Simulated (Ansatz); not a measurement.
# Which site? a vacancy of N in AlN(11-20)/C(110) interface (80 atoms), part 2 of 3

Aim: make a vacancy of N at several sites of AlN(11-20)/C(110) interface (80 atoms), relax each, and compare their energies.

Ansatz 0.2.0; Kohn-Sham DFT, PBE, PAW (set soft_2), plane waves.

The cell: 16 Al, 16 N and 48 C. The cell is under 6 Å thick along one periodic direction. The main run has no spin polarisation.

So far. Step 2 (Single point at the start): The r.m.s. force at the start is 1.6 eV/Å. Step 3 (Relaxation): The relaxation converged after 25 steps, 15.7 eV below its start, with a largest force component of 0.018 eV/Å.

## 4. Single point at the relaxed geometry

One more single point at the end of the walk gives the fuller output and checks the residual forces.

Input file input.yaml:

```yaml
crystal:
  lattice:
    - [10.7406, 0.0, 0.0]
    - [0.0, 5.0132, 0.0]
    - [0.0, 0.0, 22.27049]
  atoms:
    - { symbol: Al, position: [0.46849, 0.98933, 0.28396] }
    - { symbol: "N", position: [0.31531, 0.13418, 0.28002] }
    - { symbol: Al, position: [0.33259, 0.48894, 0.28735] }
    - { symbol: "N", position: [0.48446, 0.63543, 0.27477] }
    - { symbol: Al, position: [0.2365, 0.00609, 0.34927] }
    - { symbol: "N", position: [0.07354, 0.15886, 0.35162] }
    [... 68 atom lines left out ...]
    - { symbol: C, position: [0.60603, 0.51623, 0.61032] }
    - { symbol: C, position: [0.68794, 0.76125, 0.60839] }
    - { symbol: C, position: [0.77431, 0.76156, 0.6699] }
    - { symbol: C, position: [0.52172, 0.51725, 0.67048] }
    - { symbol: C, position: [0.61666, 0.51445, 0.71896] }
    - { symbol: C, position: [0.67995, 0.7629, 0.7181] }
kpoints:
  mp_grid: { grid: [1, 3, 1] }
hamiltonian:
  xc: pbe
scf:
  occupations: { method: fermi_dirac, width: 0.05 }
output:
  forces: true
  populations: true
  dos:
    method: { smearing: { sigma: 0.08 } }
    de: 0.1
    projected:
      site_lists:
        Al: [Al]
        C: [32, 33, 34, 35, 36, 37, 38, 39, 40, 41, 42, 43, 44, 45, 46, 47, 48, 49, 50, 51, 52, 53, 54, 55, 56, 57, 58, 59, 60, 61, 62, 63, 64, 65, 66, 67, 68, 69, 70, 71, 72, 73, 74, 75, 76, 77, 78, 79]
        "N": ["N"]
        AlN: [0, 1, 2, 3, 4, 5, 6, 7, 8, 9, 10, 11, 12, 13, 14, 15, 16, 17, 18, 19, 20, 21, 22, 23, 24, 25, 26, 27, 28, 29, 30, 31]
  eigenvalues: true
  write_density: true
  write_potential: true
  volumetric_format: npy
  elf: true
```

Launch:

```
ansatz run input.yaml --threads 8 --pin off --max-ram 15872MiB --backend cpu --events-out ev --progress --plain --runs-dir out
```

Numbers of over 12 decimals in the logs are rounded to 6 here.

What it wrote:

```text
[...]
Crystal: 80 atoms, lattice volume = 1199.150 Å³
Basis set: ecut = 420 eV, 23489 PW (Γ), exchange–correlation on 144×72×300 points (8 copies of the dense FFT grid, shifted against one another)
Bands: 240, of which v1, the nominal top of the filled ones, is band 160 counted from 1 (159 counted from 0)
Symmetry: 1 space group operations
[...]
k-points: 2 of 3 (time reversal used)
[...]
SCF iter   1: F=—  HF=-26783.960165 eV  |F-HF|=—  |Δ(HF+E_count)|=         —  Δρ=1.42e-2  dr2=1.33e1  ethr=1.77e-3  ⟨swp⟩=8.5  Hψ=2794  notcnv=0  defer=125
[...]
SCF iter  13: F=-26783.109124 eV  HF=-26783.109124 eV  |F-HF|=4.15e-7  |Δ(HF+E_count)|=   2.15e-6  Δρ=1.75e-6  dr2=4.37e-8  ethr=3.13e-11  ⟨swp⟩=37.0  Hψ=6068  notcnv=0
SCF 1 converged in 13 iterations: F = -26783.109124 eV  dr2 = 4.37e-8
[...]
WARN: The output density's exchange-correlation potential varies sharply where the density is thin. Do not read a vacuum level from v_tot or v_xc, or from such a field of the output density. On a cell that repeats whose density bears no net charge and no dipole along the vacuum's axis use v_es (v_loc + v_h of the components); [...]
SCF converged after 13 iterations
Free energy (F): -26783.109124 eV
[...]
Internal energy: -26783.052890 eV  (E = F + TS)
E sigma→0 (E₀):  -26783.081007 eV
Entropy (-TS):   -0.056234 eV (-0.703 meV/atom)
Fermi energy:    3.487820 eV
[...]
--- Forces (eV/Å), atoms counted from 1 ---
  atom   1  Al    -0.00081148    -0.00155601     0.00011321
  atom   2  N     -0.00106997    -0.00081200     0.00051382
  atom   3  Al     0.00353169     0.00078214    -0.00141881
  atom   4  N     -0.00192234    -0.00060006    -0.00327037
  atom   5  Al    -0.00008428     0.00019787    -0.00068629
  atom   6  N     -0.00142292     0.00133474    -0.00268976
  atom   7  Al    -0.00395801    -0.00212943     0.00104413
  atom   8  N      0.00257616     0.00131166     0.00055144
  atom   9  Al     0.00074845    -0.00033293     0.00918516
  atom  10  N      0.00103691     0.00295934     0.00366416
  atom  11  Al    -0.00378546    -0.00135282     0.00724440
  atom  12  N     -0.00358096     0.00119202     0.00170699
  atom  13  Al    -0.00028560    -0.00673954    -0.00823575
  atom  14  N     -0.00199345     0.00437184    -0.00955340
[...]
atom  79  C      0.01336491     0.01171017     0.00931641
  atom  80  C     -0.01136966     0.00723296     0.01971901
  max |Σ_I F_I| component: 1.49e-4 eV/Å
--- Band table (eV) ---
[...]
--- Löwdin populations: 80 sites ---
  site symbol       q [e]
     0     Al      1.8145
     1      N      6.0457
     2     Al      1.8165
[...]
79      C      3.9793
  spilling = 0.007385 (of n_electrons = 320.000000)
```

Elapsed: 8.3 s, on 8 threads of AMD EPYC 9R45, shared host; peak memory 2.6 GiB; 61 s of CPU time.

The program notes that the exchange-correlation potential is rough where the density is thin.

Numbers from this run:

* free energy: -26783.1091 eV
* free energy per atom: -334.7889 eV/atom
* SCF cycles: 13
* r.m.s. force component: 0.0055 eV/Å
* longest force: 0.02388 eV/Å
* Fermi energy: 3.488 eV
* levels partly filled by over 2 per cent: 4
* spilling of the projection: 0.007385

Löwdin charges by element (they lack the spilled electrons, 0.030 e an atom on average):

| element | coordination | atoms | mean charge (e) | spread | least | most |
| --- | --- | --- | --- | --- | --- | --- |
| Al | all | 16 | 1.10 | 0.059 | 0.976 | 1.19 |
| C | all | 48 | 0.0059 | 0.0983 | -0.3 | 0.149 |
| N | all | 16 | -0.966 | 0.129 | -1.05 | -0.684 |

By region:

| region | atoms | mean length of the force (eV/Å) |
| --- | --- | --- |
| AlN | 32 | 0.005 |
| C | 48 | 0.01 |

States in the cell by windows of 1 eV, zero at the Fermi level; the larger projections on atomic orbitals stand beside the total:

```
from (eV)  to (eV)  total   AlN   C p   N p  Al p  C s  N s
      -18      -17    7.3   1.4   2.5   0.0   0.3  3.4  0.9
      -17      -16   14.7   6.1   3.6   0.1   1.6  4.9  3.5
      -16      -15   18.2  11.6   2.8   0.1   2.9  3.7  7.6
      -15      -14   14.9   9.0   2.6   0.2   2.2  3.2  6.2
      -14      -13    7.2   0.8   3.2   0.1   0.1  3.2  0.5
      -13      -12    9.4   0.3   6.1   0.0   0.1  2.9  0.2
      -12      -11   11.2   0.8   7.1   0.2   0.2  3.3  0.3
      -11      -10    8.0   0.7   5.2   0.3   0.2  2.0  0.2
      -10       -9   10.7   0.6   8.0   0.4   0.1  2.0  0.1
       -9       -8   16.1   2.2  12.1   1.4   0.4  1.7  0.1
       -8       -7   23.7   9.1  13.2   5.9   1.5  1.3  0.3
       -7       -6   27.5  12.9  13.2   8.5   2.1  1.2  0.6
       -6       -5   32.5  13.0  18.1   9.3   2.1  1.2  0.6
       -5       -4   30.4  16.1  13.5  12.5   2.4  0.6  0.4
       -4       -3   27.9  19.0   8.2  16.1   2.3  0.3  0.2
       -3       -2   22.3  16.9   4.8  15.0   1.5  0.3  0.2
       -2       -1   11.2   2.8   7.8   2.0   0.6  0.5  0.0
       -1        0   10.7   0.8   9.2   0.5   0.2  0.6  0.0
        0        1    6.3   0.7   5.0   0.3   0.2  0.4  0.1
        1        2   11.2   3.8   6.4   0.5   2.1  0.7  0.4
        2        3    7.8   5.5   1.8   0.8   3.3  0.2  0.6
        3        4   12.1   8.3   1.7   1.4   4.6  0.5  1.4
        4        5   19.3  10.9   3.1   2.0   6.0  1.1  1.7
```

The curve was stored every 0.10 eV, coarse against its broadening of 0.08 eV, so these counts are rough.

Between -22 and -18 eV lie 16 more states.

The levels nearest the highest filled one (over half full), pooled over k-points and spins:

```csv
level less the highest filled one (eV),occupation
-0.513,2
-0.390,2
-0.350,2
-0.246,2.00
-0.0377,1.87
0,1.74
0.170,0.359
0.217,0.159
0.376,0.007
0.618,0
0.716,0
0.813,0
```

Planar average of the electrostatic potential energy along the normal, with the Fermi level as zero, after a running mean with a triangular window 4 Å wide at its base:

```csv
height (Å),potential energy (eV)
0.0,4.49
0.6,4.40
1.3,4.30
1.9,4.21
2.5,4.12
3.1,4.00
3.9,3.58
4.5,2.47
5.0,0.58
5.6,-1.90
6.4,-4.74
7.0,-5.87
7.6,-6.38
8.2,-6.23
8.9,-6.12
9.5,-6.09
10.1,-5.82
10.7,-6.19
11.4,-7.03
12.0,-8.78
12.6,-10.26
13.2,-11.19
14.0,-11.82
14.6,-11.99
15.1,-11.76
15.7,-9.70
16.5,-5.05
17.1,-0.49
17.7,2.73
18.3,4.50
19.0,4.91
19.6,4.87
20.2,4.79
20.8,4.71
21.5,4.60
22.1,4.51
```

Electrostatic potential energy in the ca plane at fractional y = 0.533, with atoms of Al and N and C within 0.2 Å of it. With pseudopotentials it is smooth inside the atoms' cores, unlike the true potential.

Ten even steps from '0' (-47 eV) to '9' (8 eV), each cell a mean:
```
99999999999999998788888888888778999850048872
99999999999999987778899988888999987740047762
99999999999999876666788866668999961145574125
99999999999999866876788767757899840048872005
99999999999999865666788767767899975578986347
99999999999999887677767866668899988899998889
99999999999999998888767888788889999999999999
99999999999999999998888999888788999987789987
99999999999999999987666789876666899840168872
99999999999999999976776689866776788730057762
99999999999999999876776687776776753464463026
99999999999999996577666752377667710058871006
99999999999999985478888862378889841379986458
99999999999999997778899987789999988899998889
99999999999999986666899876668999999999999999
99999999999999875776789866657899999987789987
99999999999999875666788766667778999841168871
99999999999999886667634776666203787730047762
99999999999999998888744788887101621364463126
99999999999999999999877899998656600178871006
99999999999999999987666789988777753689986358
99999999999999999986677689976666788899998889
99999999999999999986677689876776789999999999
99999999999999998787666788886666899987789987
```
Columns run along c (16.0 Å, from fractional 0.00 to 0.72 of the cell; values clipped at the 3rd and 97th percentile), rows up along a (10.7 Å). Atoms in or near the plane, at fractional coordinates: Al at (0.35, 0.07), N at (0.49, 0.24), Al at (0.28, 0.84), Al at (0.34, 0.57), Al at (0.42, 0.82), Al at (0.48, 0.58), C at (0.55, 0.19), C at (0.61, 0.27), C at (0.67, 0.19), C at (0.72, 0.28), C at (0.61, 0.94), C at (0.67, 0.85), C at (0.56, 0.51), C at (0.61, 0.61) and more.

Valence density in the ca plane at fractional y = 0.533, with atoms of Al and N and C within 0.2 Å of it. It is the smooth field of the valence electrons, not physical close to the nuclei.

Ten even steps from '0' (0.0 e/Å³) to '9' (3.3 e/Å³), each cell a mean:
```
00000000000000012321000012110000000124521014
00000000000000001110000011100000011245532234
00000000000000000000000000000000024543333454
00000000000000000000000000000000135531113543
00000000000000000001111100000000023310012331
00000000000000000001232100001111001100001110
00000000000000000001232100001111000000000000
00000000000000000000121000000110000012210012
00000000000000000000000000000000000124421024
00000000000000000000000000000000111245532234
00000000000000001110000122210001244443334454
00000000000000013431000147631001255431124542
00000000000000024531000147621000134310012321
00000000000000012221000013210000011100000110
00000000000000001100000001100000000000000000
00000000000000000000000000000000000012110012
00000000000000000000122100001231000124421024
00000000000000000001355310013795211245532235
00000000000000000001355210013897434443334454
00000000000000000000122100001343345421124542
00000000000000000000000000000111133210012321
00000000000000000000000000000000011100000110
00000000000000001111000000000000000000000000
00000000000000012321000011110000000012210001
```
Columns run along c (16.0 Å, from fractional 0.00 to 0.72 of the cell), rows up along a (10.7 Å). Atoms in or near the plane, at fractional coordinates: Al at (0.35, 0.07), N at (0.49, 0.24), Al at (0.28, 0.84), Al at (0.34, 0.57), Al at (0.42, 0.82), Al at (0.48, 0.58), C at (0.55, 0.19), C at (0.61, 0.27), C at (0.67, 0.19), C at (0.72, 0.28), C at (0.61, 0.94), C at (0.67, 0.85), C at (0.56, 0.51), C at (0.61, 0.61) and more.

Levels near the Fermi energy are neither full nor empty under the smearing, so no gap is quoted. Mean Löwdin charges: Al +1.10, C +0.01, N -0.97 e (they miss 0.74 % of the electrons, so they add up to more than the cell's charge). Within 0.4 eV of the Fermi level the largest share is C p (85 % of the projected weight). The potential slopes across the vacuum by 0.15 eV/Å: the slab bears a dipole, and with periodic images along the normal there is no flat vacuum level to read.

## 5. Vacancy of N, site N14

The site has 3 bonded neighbours (Al2C) at 1.73 Å on average, by cutoffs that count no bonds between two metal atoms or like ions, in the AlN. The change is made in the relaxed cell and the atoms are relaxed again.

Input file input.yaml:

```yaml
crystal:
  lattice:
    - [10.7406, 0.0, 0.0]
    - [0.0, 5.0132, 0.0]
    - [0.0, 0.0, 22.27049]
  atoms:
    [... atom lines 1 to 10 left out ...]
    - { symbol: Al, position: [0.32348, 0.46312, 0.42147] }
    - { symbol: "N", position: [0.49111, 0.60829, 0.41432] }
    - { symbol: Al, position: [0.30053, 0.91289, 0.49478] }
    - { symbol: Al, position: [0.05539, 0.59523, 0.48276] }
    - { symbol: "N", position: [0.23534, 0.56249, 0.48918] }
    - { symbol: Al, position: [0.97892, 0.01639, 0.28839] }
    - { symbol: "N", position: [0.82741, 0.1623, 0.27499] }
    [... atom lines 18 to 79 left out ...]
kpoints:
  mp_grid: { grid: [1, 3, 1] }
hamiltonian:
  xc: pbe
scf:
  occupations: { method: fermi_dirac, width: 0.05 }
output:
  forces: true
  eigenvalues: true
relax:
  f_tol: 0.05
  max_steps: 90
```

What it wrote:

```text
[...]
Crystal: 79 atoms, lattice volume = 1199.150 Å³
Basis set: ecut = 420 eV, 23489 PW (Γ), exchange–correlation on 144×72×300 points (8 copies of the dense FFT grid, shifted against one another)
Bands: 237, of which v1, the nominal top of the filled ones, is band 158 counted from 1 (157 counted from 0)
Symmetry: 1 space group operations
[...]
k-points: 2 of 3 (time reversal used)
[...]
SCF iter   1: F=—  HF=-26397.906977 eV  |F-HF|=—  |Δ(HF+E_count)|=         —  Δρ=1.35e-2  dr2=1.28e1  ethr=1.77e-3  ⟨swp⟩=8.0  Hψ=2640  notcnv=0  defer=120
[...]
SCF iter  10: F=-26396.743156 eV  HF=-26396.743162 eV  |F-HF|=6.26e-6  |Δ(HF+E_count)|=   7.73e-6  Δρ=4.21e-5  dr2=2.86e-5  ethr=1.98e-8  ⟨swp⟩=28.5  Hψ=4487  notcnv=0
SCF 1 converged in 10 iterations: F = -26396.743156 eV  dr2 = 2.86e-5
[...]
relax step   1: F+E_penalty+E_count = -26396.74315570 eV  Δ(F+E_penalty+E_count) = +0.000e0 eV  max|allowed force component| = 2.250e0 eV/Å  Δτ_max = 0.0000 Å  (10 SCF iters, dr2 threshold 6.25e-5 eV, accepted)
[...]
relax step   2: F+E_penalty+E_count = -26397.33522760 eV  Δ(F+E_penalty+E_count) = -5.921e-1 eV  max|allowed force component| = 1.084e0 eV/Å  Δτ_max = 0.1350 Å  (8 SCF iters, dr2 threshold 1.00e-4 eV, accepted)
[...]
relax step   3: F+E_penalty+E_count = -26397.68602192 eV  Δ(F+E_penalty+E_count) = -3.508e-1 eV  max|allowed force component| = 5.696e-1 eV/Å  Δτ_max = 0.1977 Å  (9 SCF iters, dr2 threshold 7.35e-5 eV, accepted)
relax step   4: F+E_penalty+E_count = -26397.79763159 eV  Δ(F+E_penalty+E_count) = -1.116e-1 eV  max|allowed force component| = 4.357e-1 eV/Å  Δτ_max = 0.1165 Å  (9 SCF iters, dr2 threshold 7.53e-5 eV, accepted)
relax step   5: F+E_penalty+E_count = -26397.72601653 eV  Δ(F+E_penalty+E_count) = +7.162e-2 eV  max|allowed force component| = 7.447e-1 eV/Å  Δτ_max = 0.2000 Å  (11 SCF iters, dr2 threshold 5.24e-5 eV, rejected (line search))
relax step   6: F+E_penalty+E_count = -26397.86004001 eV  Δ(F+E_penalty+E_count) = -6.241e-2 eV  max|allowed force component| = 1.600e-1 eV/Å  Δτ_max = 0.0823 Å  (15 SCF iters, accepted)
relax step   7: F+E_penalty+E_count = -26397.81421209 eV  Δ(F+E_penalty+E_count) = +4.583e-2 eV  max|allowed force component| = 3.604e-1 eV/Å  Δτ_max = 0.1000 Å  (12 SCF iters, dr2 threshold 3.45e-6 eV, rejected (line search))
relax step   8: F+E_penalty+E_count = -26397.86548018 eV  Δ(F+E_penalty+E_count) = -5.440e-3 eV  max|allowed force component| = 1.449e-1 eV/Å  Δτ_max = 0.0401 Å  (15 SCF iters, accepted)
relax step   9: F+E_penalty+E_count = -26397.83974333 eV  Δ(F+E_penalty+E_count) = +2.574e-2 eV  max|allowed force component| = 5.602e-1 eV/Å  Δτ_max = 0.0500 Å  (11 SCF iters, dr2 threshold 2.83e-6 eV, rejected (line search))
relax step  10: F+E_penalty+E_count = -26397.86865468 eV  Δ(F+E_penalty+E_count) = -3.174e-3 eV  max|allowed force component| = 7.013e-2 eV/Å  Δτ_max = 0.0132 Å  (14 SCF iters, accepted)
relax step  11: F+E_penalty+E_count = -26397.86685459 eV  Δ(F+E_penalty+E_count) = +1.800e-3 eV  max|allowed force component| = 1.434e-1 eV/Å  Δτ_max = 0.0223 Å  (11 SCF iters, rejected (line search))
[...]
relax step  12: F+E_penalty+E_count = -26397.86937751 eV  Δ(F+E_penalty+E_count) = -7.228e-4 eV  max|allowed force component| = 4.723e-2 eV/Å  Δτ_max = 0.0054 Å  (10 SCF iters, accepted)
SCF converged after 10 iterations
Free energy (F): -26397.869378 eV
[...]
Internal energy: -26397.769205 eV  (E = F + TS)
E sigma→0 (E₀):  -26397.819291 eV
Entropy (-TS):   -0.100172 eV (-1.268 meV/atom)
Fermi energy:    3.522230 eV
[...]
--- Forces (eV/Å), atoms counted from 1 ---
  atom   1  Al    -0.00275668    -0.00018334    -0.00023911
  atom   2  N     -0.00110353    -0.00084340     0.00087991
  atom   3  Al    -0.00312578     0.00236088     0.00525678
  atom   4  N      0.00087501    -0.00032044    -0.00010246
  atom   5  Al     0.00139234     0.00265224     0.00373402
  atom   6  N      0.00443673     0.00162401     0.00102833
  atom   7  Al     0.00809390    -0.00189973    -0.00311276
  atom   8  N      0.00105508    -0.00370925    -0.00098293
  atom   9  Al    -0.00458578     0.00089009    -0.00475932
  atom  10  N     -0.00230717    -0.00341921    -0.00288247
  atom  11  Al    -0.00076265     0.00032171     0.00107863
  atom  12  N      0.00265057    -0.00075165    -0.00635423
  atom  13  Al     0.00933625     0.00150667    -0.01418434
  atom  14  Al     0.00060797     0.00837074     0.00331148
[...]
atom  78  C      0.01610849    -0.00212128     0.00840259
  atom  79  C      0.00977006    -0.00462694     0.00083125
  max |Σ_I F_I| component: 1.05e-4 eV/Å
--- Band table (eV) ---
[...]
--- Relaxed structure (12 steps of the walk, 8 accepted, 0 SCFs on fresh bases) ---
  F+E_penalty+E_count = -26397.86937751 eV   max|allowed force component| = 4.723e-2 eV/Å
  atoms:
    - { symbol: Al, position: [0.463185, 0.971415, 0.283852] }
    - { symbol: N, position: [0.309478, 0.114397, 0.280418] }
    - { symbol: Al, position: [0.327630, 0.469027, 0.288537] }
    - { symbol: N, position: [0.478916, 0.617293, 0.274934] }
[...]
- { symbol: C, position: [0.683473, 0.774793, 0.716235] }
```

Run time: 64 s. Hardware: 8 threads; peak memory 2.6 GiB; 7.9 min of CPU time.

The relaxation converged after 12 steps, 1.13 eV below its start, with a largest force component of 0.047 eV/Å.

The surroundings of the place of the removed atom, after relaxation: 10 atoms, nearest first, with positions taken from that point. Atoms keep their numbers of the cell before the removal, where the removed atom was number 14.

| atom | x | y | z | distance (Å) |
| --- | --- | --- | --- | --- |
| Al15 | 0.01 | 1.51 | -0.02 | 1.51 |
| C49 | 0.85 | 0.18 | 1.40 | 1.65 |
| Al25 | -0.57 | -1.10 | -1.69 | 2.09 |
| C34 | 1.63 | -1.07 | 1.34 | 2.37 |
| C58 | -1.71 | 1.33 | 1.34 | 2.54 |
| C50 | -1.80 | -1.16 | 1.38 | 2.55 |
| C42 | 1.69 | 1.46 | 1.29 | 2.58 |
| C52 | -0.04 | 0.16 | 2.61 | 2.61 |
| N16 | 2.14 | 1.60 | -0.15 | 2.67 |
| N28 | -0.51 | 2.03 | -1.75 | 2.73 |

The largest move is 0.49 Å, by Al15.

[end of part 2 of 3]

[Logs are printed without paths, hosts, clocks, repeated set-up lines and the standing remarks that a program may print on its own settings, such as how far it seeks lower states.]

[Hosts, paths, dates, database ids (printed as entryN), source tags and the programs' standing remarks are cut or masked in the printed files.]
